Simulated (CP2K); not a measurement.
Consider boryloxirane at its PBE geometry (Å).

```xyz
9

B     1.3898   -0.0437    0.0238
C    -0.0137   -0.3475   -0.5055
C    -1.1335    0.2405    0.3233
O    -0.8695    0.7640   -0.9650
H     1.7128    1.0900    0.2306
H     2.1315   -0.9467    0.2876
H    -0.2789   -1.2955   -0.9839
H    -2.0367   -0.3678    0.4286
H    -0.9017    0.9067    1.1606
```

Method: CP2K XAS_TDP, all-electron GAPW, PBEh(45%), aug-cc-pVDZ, TDA, no relativity.

**Question.** Where do the C K-edge lines lie, and how strong are they?

Leading lines: C2 284.60 eV and C3 283.44 eV. The leading line of an atom is its first one with 35 % of the strongest within 2.5 eV of its lowest line over the strength cut. 

The first six lines of each atom with a strength over 0.0015:

| atom | energy (eV) | states | strength, one atom |
| --- | --- | --- | --- |
| C2 (bonded to B, C, O and H) | 282.55 | 1 | 0.0045 |
|  | 284.60 | 1 | 0.0500 |
|  | 285.27 | 1 | 0.0153 |
|  | 285.65 | 1 | 0.0156 |
|  | 287.07 | 1 | 0.0034 |
|  | 287.32 | 1 | 0.0028 |
| C3 (bonded to C, O and 2 H) | 283.44 | 1 | 0.0307 |
|  | 285.54 | 1 | 0.0151 |
|  | 285.88 | 1 | 0.0165 |
|  | 286.33 | 1 | 0.0205 |
|  | 287.08 | 1 | 0.0038 |
|  | 287.29 | 1 | 0.0066 |

Lines are vertical, at one geometry, with no vibrational structure. Without a correction of the core level, line positions, and the gaps between valence and Rydberg lines, follow the share of exact exchange. At this level such K lines come out 3 to 6 eV under measured ones. These values hold no scalar relativity, about 0.1 eV for C 1s. Rydberg lines, and the discretised continuum above threshold, depend on the basis and the box.

[Banner, clock and machine lines of the logs are left out without a mark of their own.]

[Logs are printed without paths, hosts, clocks, repeated set-up lines and the standing remarks that a program may print on its own settings, such as how far it seeks lower states.]

[Hosts, paths, dates, database ids (printed as entryN), source tags and the programs' standing remarks are cut or masked in the printed files.]
